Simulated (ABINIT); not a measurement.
**A GW run on Ba2IBrF2 (P4mm) in ABINIT, with inputs changed**

What do changed inputs do to GW on Ba2IBrF2 (P4mm)?

Calculated with ABINIT 10.8.3; PBEsol and many-body steps on it, plane waves.

Most raw output is cut from this account.

**1. Starting point**

It takes space group P4mm (No. 99, tetragonal). The conventional cell has a = 4.623 Å, b = 4.623 Å, c = 7.991 Å, α = 90.00°, β = 90.00°, γ = 90.00°. Ba has 4 F at 2.70 Å and 4 I at 3.59 Å and 2 Br at 3.89 to 4.10 Å nearest. Ba has 4 F at 2.73 Å and 4 Br at 3.50 Å and 2 I at 3.65 to 4.35 Å and 4 Ba at 4.34 Å nearest. Nearest to I lie 6 Ba at 3.59 to 4.35 Å. Nearest to Br lie 6 Ba at 3.50 to 4.10 Å and 4 F at 3.55 Å. Nearest to F lie 4 Ba at 2.70 to 2.73 Å. Farther neighbours and most contacts between anions are not listed.

The cell and positions are those that the Materials Project relaxed with its own functionals (PBE, PBE+U or r2SCAN), kept fixed. Spin-orbit coupling is left out unless a step names it.

**2. Screening, 2×2×1 mesh, 152 bands, screening to 122.5 eV**

This step: ABINIT 10.8.3; RPA screening on PBEsol, plane waves, norm-conserving pseudopotentials.

The RPA dielectric matrix is built and inverted for each q.

run.abi reads:

```
acell 3*1.0 Angstrom
rprim 
  4.623364000000 0.000000000000 0.000000000000
  0.000000000000 4.623364000000 0.000000000000
  0.000000000000 0.000000000000 7.991386000000
ntypat 4
znucl 56 53 35 9
natom 6
typat 1 1 2 3 4 4
xred 
  0.500000000000 0.500000000000 0.827396000000
  0.000000000000 0.000000000000 0.185191000000
  0.000000000000 0.000000000000 0.641387000000
  0.500000000000 0.500000000000 0.340098000000
  0.500000000000 0.000000000000 0.002964000000
  0.000000000000 0.500000000000 0.002964000000
pp_dirpath "pseudos"
pseudos "Ba.upf, I.upf, Br.upf, F.upf"
ecut 36
ngkpt 2 2 1
nshiftk 1
shiftk 0 0 0
kptopt 1
chksymbreak 0
istwfk *1
occopt 1
irdwfk 1
optdriver 3
nband 152
ecuteps 4.5
inclvkb 2
awtr 1
symchi 1
indata_prefix "in"
outdata_prefix "out"
tmpdata_prefix "tmp"
```

Started as:

```bash
> OMP_NUM_THREADS=1 mpirun -n 4 abinit run.abi > log
```

It took 38 s on 4 MPI ranks of Arm Neoverse V1, shared host; peak memory 1.4 GiB; 2.5 min of CPU time.

This step gave:

```
ε∞ with local fields, on this mesh, along the program's q direction : 3.682
the same without local fields                                       : 4.317
plasma frequency                                                    : 19.68 eV
plane waves in the screening matrix                                 : 543
```

Local fields lower ε∞ by 15 %. On a Γ-centred mesh this coarse the value itself is usually too large, while a short band sum pulls it down.

**3. Base**

The self-energy is evaluated for the states that the input lists, and the levels follow from it, in one-shot runs by the linearised quasiparticle equation.

This step: G0W0 on PBEsol, plane waves, norm-conserving pseudopotentials.

Edit run.abi of step 2 so:

```diff
@@ -27,8 +27,15 @@
 irdwfk 1
-optdriver 3
+optdriver 4
 nband 152
+gwcalctyp 0
+ecutsigx 36
+symsigma 1
+nkptgw 1
+kptgw 
+  0.0000000000 0.0000000000 0.0000000000
+bdgw 
+  23 26
 ecuteps 4.5
-inclvkb 2
-awtr 1
-symchi 1
+irdscr 1
+ppmodel 1
 indata_prefix "in"
```

The job ended after 12 s (4 MPI ranks; peak memory 1 GiB).

This step gave:

* G0W0 gap on the points computed: 6.191 eV
* starting gap on the mesh: 4.250 eV
* k of the valence top: 0, 0, 0
* k of the conduction bottom: 0, 0, 0
* Z at the valence top: 0.819
* Z at the conduction bottom: 0.842
* least direct G0W0 gap on the computed points: 6.191 eV

The gap on the mesh goes from 4.25 eV to 6.19 eV, a correction of +1.94 eV.

**4. Coulomb singularity**

Edit run.abi of step 3 so:

```diff
@@ -40,2 +40,3 @@
 ppmodel 1
+gw_icutcoul 0
 indata_prefix "in"
```

The job ended after 12 s (4 MPI ranks; peak memory 1 GiB; 46 s of CPU time).

Numbers from this step:

* G0W0 gap on the points computed: 6.116 eV
* starting gap on the mesh: 4.250 eV
* k of the valence top: 0, 0, 0
* k of the conduction bottom: 0, 0, 0
* Z at the valence top: 0.819
* Z at the conduction bottom: 0.84
* least direct G0W0 gap on the computed points: 6.116 eV

Against G0W0 in ABINIT (2×2×1 mesh, 152 bands, screening to 122.5 eV, Godby-Needs plasmon pole), the gap moves by −0.075 eV.

**5. Side by side**

Times are wall times on 4 MPI ranks of Arm Neoverse V1, shared host, good to a factor of about two. A run's time includes the screening step that it read.

```csv
run,mesh,bands,screening cutoff (eV),DFT gap (eV),gap on the mesh (eV),direct (eV),ε∞ used,time
base,2×2×1,152,122.5,4.250,6.191,6.191,3.68,49 s
Coulomb singularity,2×2×1,152,122.5,4.250,6.116,6.116,3.68,49 s
```

**6. Summary of results**

- base: 6.191 eV
- Coulomb singularity: 6.116 eV
- known limits: not at the basis limit; no spin-orbit coupling; coarse k mesh

In words: Coulomb singularity: −0.075 eV against base (keys changed: gw_icutcoul). Bands and cutoff are finite, so the gap is not at the basis limit. The miss can reach some tenths of an eV and take either sign; the mesh is an error of its own. In the G0W0 runs levels were corrected at 1 k point alone, so a gap called «on the mesh» is the least over those, and an edge elsewhere would be missed. The 2×2×1 mesh is coarse for this cell, which bears on the long-range parts of exchange and screening. The many-body steps are scalar-relativistic: spin-orbit coupling is not in them.

[Paths, hosts, dates, memory and timing lines, banners, echoed tables and standing remarks are left out of the program output.]

[Logs are printed without paths, hosts, clocks, repeated set-up lines and the standing remarks that a program may print on its own settings, such as how far it seeks lower states.]

[Runs of the session that timed out or met a known fault of the program may be left out.]

[Hosts, paths, dates, database ids (printed as entryN), source tags and the programs' standing remarks are cut or masked in the printed files.]

[G0W0 gaps are taken among the corrected bands and points alone; a level outside them can change the order at an edge.]

[Where Ansatz stands beside ABINIT at settings called matched, ABINIT's density can come from a denser mesh and the files from another edition; pairs whose starting gaps differed by over 0.03 eV were left out, so agreement reads better than it is.]
